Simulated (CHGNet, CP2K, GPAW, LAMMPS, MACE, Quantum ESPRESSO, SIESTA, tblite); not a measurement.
# Running amorphous Ge (61 atoms) with SIESTA

Wanted: SIESTA inputs and outputs for amorphous Ge (61 atoms), checked against a plane-wave reference.

Main program and level: SIESTA 5.4.2; the method is named at each step.

## (1) The starting structure

The cell holds 61 atoms: 61 Ge. Cell: a = 11.317 Å, b = 11.317 Å, c = 11.317 Å, α = 90.0°, β = 90.0°, γ = 90.0°. 61 atoms (61 Ge) placed at random at 5.08 g/cm³, melted at 3500 K for 10 ps at fixed volume with the Tersoff potential (Tersoff, Phys. Rev. B 39, 5566 (1989)). Quenched from 3500 K to 100 K at 5 K/ps and fixed volume, held 5 ps, then minimised at fixed cell.

The yardstick, on the same geometry:

* method: Kohn-Sham DFT, PBE, SSSP efficiency 1.3.0 pseudopotentials, plane waves (Quantum ESPRESSO 7.5); sssp-pbe-1.3.0-efficiency, cutoffs 45/360 Ry, Γ point
* r.m.s. force component: 0.2207 eV/Å
* longest force: 0.918 eV/Å
* pressure: 1.969 GPa
* time: 4.6 min on 4 MPI ranks of Arm Neoverse V1, shared host
* CPU time: 18 min

## (2) PBE, TZP, shift 0.01 Ry, mesh 300 Ry

Method: Kohn-Sham DFT, PBE, PseudoDojo 0.4.1 norm-conserving pseudopotentials (converted to PSML), numerical atomic orbitals (TZP), diagonalisation.

The .psml files are PseudoDojo norm-conserving potentials that we converted to this format, checked against plane waves on the same files for H, C, O, Si, Ge and Ca alone.

Input file input.fdf:

```
SystemLabel cell
NumberOfAtoms 61
NumberOfSpecies 1
%block ChemicalSpeciesLabel
  1 32 Ge
%endblock ChemicalSpeciesLabel
LatticeConstant 1.0 Ang
%block LatticeVectors
  11.31680 0.00000 0.00000
  0.00000 11.31680 0.00000
  0.00000 0.00000 11.31680
%endblock LatticeVectors
PAO.BasisSize TZP
PAO.EnergyShift 0.01 Ry
XC.Functional GGA
XC.Authors PBE
MeshCutoff 300 Ry
%block kgrid_Monkhorst_Pack
  1 0 0 0.0
  0 1 0 0.0
  0 0 1 0.0
%endblock kgrid_Monkhorst_Pack
SolutionMethod diagon
OccupationFunction FD
ElectronicTemperature 580 K
SCF.Mixer.Method Pulay
SCF.Mixer.Weight 0.05
SCF.Mixer.History 8
SCF.Mix Hamiltonian
MaxSCFIterations 300
SCF.DM.Tolerance 1e-04
SCF.H.Tolerance 1.0e-3 eV
WriteForces T
Write.HirshfeldPop T
Write.VoronoiPop T
Write.DM F
Write.H F
XML.Write F
AtomicCoordinatesFormat Fractional
%block AtomicCoordinatesAndAtomicSpecies
  0.79848 0.13488 0.68510 1
  0.81888 0.92381 0.75392 1
  0.71953 0.36695 0.01381 1
  0.24033 0.28633 0.07513 1
  0.09362 0.79331 0.18485 1
  0.38034 0.09822 0.50212 1
  0.67502 0.50121 0.18882 1
  0.70721 0.99825 0.05962 1
  0.04876 0.54114 0.94171 1
  0.96600 0.72577 0.01924 1
  0.25844 0.52104 0.86702 1
  0.88991 0.79182 0.59021 1
  0.05876 0.39595 0.10424 1
  0.44969 0.84195 0.24620 1
  0.67035 0.24697 0.39924 1
  0.96981 0.91398 0.90319 1
  0.30657 0.79197 0.08904 1
  0.69178 0.48508 0.79807 1
  0.24721 0.36437 0.41518 1
  0.56157 0.77079 0.51524 1
  0.17709 0.68663 0.35639 1
  0.40631 0.62176 0.00023 1
  0.09414 0.47831 0.31137 1
  0.48873 0.19117 0.86235 1
  0.50511 0.28042 0.54302 1
  0.95228 0.25593 0.78431 1
  0.38425 0.49504 0.53514 1
  0.76218 0.68599 0.11412 1
  0.89259 0.73035 0.29871 1
  0.61844 0.66212 0.93139 1
  0.92328 0.54765 0.41783 1
  0.75172 0.86717 0.42407 1
  0.29542 0.29776 0.86462 1
  0.46137 0.53758 0.19674 1
  0.66273 0.85612 0.21638 1
  0.62530 0.27392 0.72244 1
  0.39319 0.04358 0.29229 1
  0.30587 0.96059 0.95952 1
  0.22771 0.83047 0.65641 1
  0.91424 0.05801 0.05827 1
  0.42275 0.91791 0.61839 1
  0.99805 0.59209 0.61904 1
  0.65138 0.87736 0.88344 1
  0.60637 0.55177 0.57553 1
  0.08347 0.84466 0.49624 1
  0.18096 0.17972 0.52254 1
  0.22764 0.60505 0.66636 1
  0.15441 0.96908 0.81119 1
  0.91381 0.26696 0.00208 1
  0.47439 0.97857 0.82113 1
  0.06222 0.00799 0.20871 1
  0.91547 0.47300 0.77859 1
  0.40304 0.66577 0.37318 1
  0.37008 0.35014 0.23354 1
  0.72613 0.45862 0.40271 1
  0.60219 0.18773 0.04619 1
[... 1 atom lines left out ...]
  0.24777 0.08175 0.13397 1
  0.81396 0.08613 0.46838 1
  0.52490 0.20417 0.24286 1
  0.15026 0.18132 0.74206 1
%endblock AtomicCoordinatesAndAtomicSpecies
```

The run is started by

```bash
OMP_NUM_THREADS=1 mpirun -np 2 siesta < input.fdf > output.txt
```

The log of the run:

```text
Version         : 5.4.2
reinit: System Name:
reinit: System Label: cell
initatom: Reading input for the pseudopotentials and atomic orbitals ----------
Species number:   1 Atomic number:   32 Label: Ge
Ground state valence configuration (from tables):   4s02  4p02  4d00  4f00
---- Processing specs for species: Ge
GGA--PBE XC_GGA_X_PBE--XC_GGA_C_PBE pb
Semicore shell(s) with 10 electrons included in the valence for Ge
Semicore shell(s): 3d
Fallback to non-perturbative polarization scheme for Ge
Please see the manual if this is not desired in principle
Ge pseudopotential only contains V_ls up to l=2 -- lmxkb reset.
Using PAO.SplitTailNorm
%block ChemicalSpeciesLabel
    1   32 Ge                      # Species index, atomic number, species label
%endblock ChemicalSpeciesLabel
%block PAO.Basis                 # Define Basis set
Ge                    4                    # Species label, number of l-shells
 n=4   0   3                         # n, l, Nzeta
   5.264      3.748      4.214
   1.000      1.000      1.000
 n=4   1   3                         # n, l, Nzeta
   6.996      5.083      5.681
   1.000      1.000      1.000
 n=3   2   1                         # n, l, Nzeta
   2.782
   1.000
 n=4   2   1                         # n, l, Nzeta
   6.996
   1.000
%endblock PAO.Basis
coor:   Atomic-coordinates input format  =     Fractional
siesta: System type = bulk
initatomlists: Number of atoms, orbitals, and projectors:     61  1342  1098
siesta: ******************** Simulation parameters ****************************
Total number of electrons:   854.000000
Total ionic charge:   854.000000
 Kpoints in:            1 . Kpoints trimmed:            1
siesta: k-grid: Number of k-points = 1
siesta: k-points from Monkhorst-Pack grid
siesta: k-cutoff (effective) =     5.658 Ang
siesta: k-point supercell and displacements
siesta: k-grid:     1     0     0      0.000
siesta: k-grid:     0     1     0      0.000
siesta: k-grid:     0     0     1      0.000
                     ====================================
                        Single-point calculation
                     ====================================
outcell: Unit cell vectors (Ang):
       11.316800    0.000000    0.000000
        0.000000   11.316800    0.000000
        0.000000    0.000000   11.316800
outcell: Cell vector modules (Ang)   :   11.316800   11.316800   11.316800
outcell: Cell angles (23,13,12) (deg):     90.0000     90.0000     90.0000
outcell: Cell volume (Ang**3)        :   1449.3421
Gamma-point calculation with multiply-connected orbital pairs
Gamma-point calculation with multiply-connected orbital pairs
Folding of H and S implicitly performed
Folding of H and S implicitly performed
new_DM -- step:     1
Initializing Density Matrix...
Attempting to read DM from file... Failed...
DM filled with atomic data:
InitMesh: MESH = 120 x 120 x 120 = 1728000
InitMesh: Mesh cutoff (required, used) =   300.000   310.754 Ry
stepf: Fermi-Dirac step function
        iscf     Eharris(eV)        E_KS(eV)     FreeEng(eV)     dDmax    Ef(eV) dHmax(eV)
   scf:    1  -148184.673746  -148181.066064  -148181.213543  1.110232 -3.668395  5.067073
   scf:    2  -148182.383623  -148181.772424  -148181.922635  0.011624 -3.695523  3.934223
   scf:    3  -148183.170989  -148182.629714  -148182.786107  0.027991 -3.754370  1.891630
   scf:    4  -148183.931349  -148183.369563  -148183.529715  0.067161 -3.834559  1.128927
   scf:    5  -148183.585417  -148183.514426  -148183.678760  0.036212 -3.890245  0.581510
   scf:    6  -148183.596687  -148183.576349  -148183.738510  0.009436 -3.890526  0.278454
   scf:    7  -148183.595743  -148183.587538  -148183.749205  0.005118 -3.891555  0.156522
   scf:    8  -148183.593670  -148183.591200  -148183.752459  0.002914 -3.888549  0.052810
   scf:    9  -148183.591792  -148183.591596  -148183.752862  0.000531 -3.886885  0.050868
   scf:   10  -148183.592901  -148183.592339  -148183.753507  0.001669 -3.882759  0.031181
   scf:   11  -148183.592490  -148183.592458  -148183.753753  0.001161 -3.878556  0.016087
   scf:   12  -148183.592487  -148183.592473  -148183.753782  0.000170 -3.878053  0.012564
   scf:   13  -148183.592469  -148183.592482  -148183.753845  0.000436 -3.876730  0.005757
   scf:   14  -148183.592477  -148183.592480  -148183.753852  0.000045 -3.876535  0.004481
   scf:   15  -148183.592477  -148183.592479  -148183.753858  0.000080 -3.876224  0.002683
   scf:   16  -148183.592462  -148183.592471  -148183.753861  0.000109 -3.876043  0.001670
   scf:   17  -148183.592471  -148183.592471  -148183.753861  0.000021 -3.876006  0.001387
   scf:   18  -148183.592480  -148183.592476  -148183.753861  0.000043 -3.875914  0.000536
SCF Convergence by DM+H criterion
max |DM_out - DM_in|         :     0.0000428905
max |H_out - H_in|      (eV) :     0.0005363528
SCF cycle converged after 18 iterations
Using DM_out to compute the final energy and forces
siesta: E_KS(eV) =          -148183.5925
siesta: E_KS - E_eggbox =   -148183.5925
siesta: Atomic forces (eV/Ang):
     1   -0.411877   -0.002470    0.173604
     2   -0.138461    0.010271   -0.245512
     3   -0.030973    0.046806   -0.171931
     4   -0.012269    0.204752   -0.032046
     5    0.513262    0.013912   -0.395995
     6   -0.231909   -0.215709    0.160755
     7    0.361737   -0.296854    0.318063
     8   -0.111760    0.174299   -0.222313
     9    0.234115   -0.262458    0.014590
    10   -0.138382    0.153598   -0.051352
    11    0.170884   -0.114287   -0.455147
    12    0.156011   -0.533351    0.520711
[...]
57   -0.129506   -0.035641    0.121931
    58    0.065828    0.215713   -0.210452
    59    0.104951    0.049965   -0.278365
    60    0.597416   -0.355311   -0.086156
    61    0.064169    0.285907   -0.173300
----------------------------------------
   Tot    0.002950    0.000368   -0.002143
----------------------------------------
   Max    0.739155
   Res    0.254994    sqrt( Sum f_i^2 / 3N )
----------------------------------------
   Max    0.739155    constrained
Stress tensor Voigt[x,y,z,yz,xz,xy] (kbar):      -35.94      -31.94      -36.46       12.32        3.32       -7.95
(Free)E + p*V (eV/cell)  -148152.2904
Target enthalpy (eV/cell)  -148183.7539
siesta: Program's energy decomposition (eV):
siesta: Ebs     =    -19513.084268
siesta: Eions   =    148294.852537
siesta: Ena     =      2889.303799
siesta: Ekin    =    111415.892298
siesta: Enl     =    -78236.350192
siesta: DEna    =       269.827308
siesta: DUscf   =         9.279240
siesta: Ex      =    -34328.091182
siesta: Ec      =     -1908.601210
siesta: Exc     =    -36236.692392
siesta: Eharris =   -148183.592480
siesta: Etot    =   -148183.592476
siesta: FreeEng =   -148183.753861
siesta: Final energy (eV):
siesta:  Band Struct. =  -19513.084268
siesta:       Kinetic =  111415.892298
siesta:       Hartree =   49111.425820
siesta:         Exch. =  -34328.091182
siesta:         Corr. =   -1908.601210
siesta:   Exch.-corr. =  -36236.692392
siesta:  Ion-electron = -204974.304186
siesta:       Ion-ion =  -67499.914015
siesta:         Total = -148183.592476
siesta:         Fermi =      -3.875914
siesta: Stress tensor (static) (eV/Ang**3):
siesta:    -0.022430   -0.004959    0.002073
siesta:    -0.004959   -0.019937    0.007687
siesta:     0.002073    0.007687   -0.022759
siesta: Cell volume =       1449.342149 Ang**3
siesta: Pressure (static):
siesta:                Solid            Molecule  Units
siesta:           0.00023644          0.00023470  Ry/Bohr**3
siesta:           0.02170879          0.02154939  eV/Ang**3
siesta:          34.78132179         34.52593479  kBar
    Orbital volume contribution        =          61.184097 eV
    (Free)E + p_basis*V_orbitals       =     -148122.569764 eV
    (Free)Eharris+ p_basis*V_orbitals  =     -148122.569769 eV
Hirshfeld Atomic Populations:
Atom #   charge [q] valence [e]  Species
     1    -0.013030   14.013030  Ge
     2    -0.014576   14.014576  Ge
     3     0.001324   13.998676  Ge
     4    -0.012735   14.012735  Ge
     5    -0.020915   14.020915  Ge
     6     0.001425   13.998575  Ge
     7    -0.000790   14.000790  Ge
     8     0.000589   13.999411  Ge
     9     0.006133   13.993867  Ge
    10     0.036975   13.963025  Ge
    11     0.009373   13.990627  Ge
    12     0.003625   13.996375  Ge
[...]
--------------------
 Total     0.000071
Voronoi Atomic Populations:
Atom #   charge [q] valence [e]  Species
[...]
57     0.011029   13.988971  Ge
    58    -0.001993   14.001993  Ge
    59     0.023675   13.976325  Ge
    60    -0.003143   14.003143  Ge
    61     0.023489   13.976511  Ge
--------------------
 Total     0.000072
```

The job ended after 3.9 min (2 MPI ranks of Arm Neoverse V1, shared host; peak memory 1.7 GiB).

Banners, paths, timers and routine set-up lines are dropped from the logs unmarked, and long logs keep their key lines alone; longer cuts are marked.

Numbers from this run, and their distance from the reference:

```yaml
r_m_s_force_component: 0.255 eV/Å
r_m_s_difference_of_force_components: 86.7 meV/Å
longest_difference_of_force_vectors: 293.4 meV/Å
force_difference_over_r_m_s_force: 39.28 %
slope_of_forces_against_the_reference_s: 1.09
correlation_of_force_components: 0.9437
pressure: 3.478 GPa
pressure_difference: 1.509 GPa
```

This run lies far from the reference in forces at the same functional.

A closer look about Ge19, picked at random: 12 atoms, nearest first, numbered in the order of the input, with positions taken from that point.

```csv
atom,x,y,z,distance (Å),bonds,Hirshfeld charge (e),Fx,Fy,Fz (eV/Å)
Ge19,0.00,0.00,0.00,0.00,4,0.00,0.04,-0.10,0.05
Ge23,-1.73,1.29,-1.17,2.46,4,0.00,-0.15,-0.31,-0.22
Ge54,1.39,-0.16,-2.06,2.49,4,-0.02,-0.29,0.00,0.03
Ge46,-0.75,-2.09,1.21,2.53,4,0.01,-0.09,0.02,0.18
Ge27,1.55,1.48,1.36,2.54,5,0.03,0.06,-0.28,0.24
Ge25,2.92,-0.95,1.45,3.39,4,-0.04,-0.09,0.31,-0.24
Ge6,1.51,-3.01,0.98,3.51,4,0.00,-0.23,-0.22,0.16
Ge21,-0.79,3.65,-0.67,3.79,4,0.02,0.00,-0.02,0.08
Ge53,1.76,3.41,-0.48,3.87,5,-0.02,0.01,-0.24,0.15
Ge47,-0.22,2.72,2.84,3.94,4,0.01,0.05,0.28,-0.07
Ge4,-0.08,-0.88,-3.85,3.95,4,-0.01,-0.01,0.20,-0.03
Ge34,2.42,1.96,-2.47,3.98,4,-0.01,-0.15,0.45,-0.37
```

Forces lie 39 % from the reference's, at 0.42 times its CPU time (on 2 against 4 cores).

(Part 1 of 2 ends here.)

[Also dropped from logs without a mark: logging warnings of Python, and SIESTA's first energy breakdown and zero terms.]

[Logs are printed without paths, hosts, clocks, repeated set-up lines and the standing remarks that a program may print on its own settings, such as how far it seeks lower states.]

[Hosts, paths, dates, database ids (printed as entryN), source tags and the programs' standing remarks are cut or masked in the printed files.]
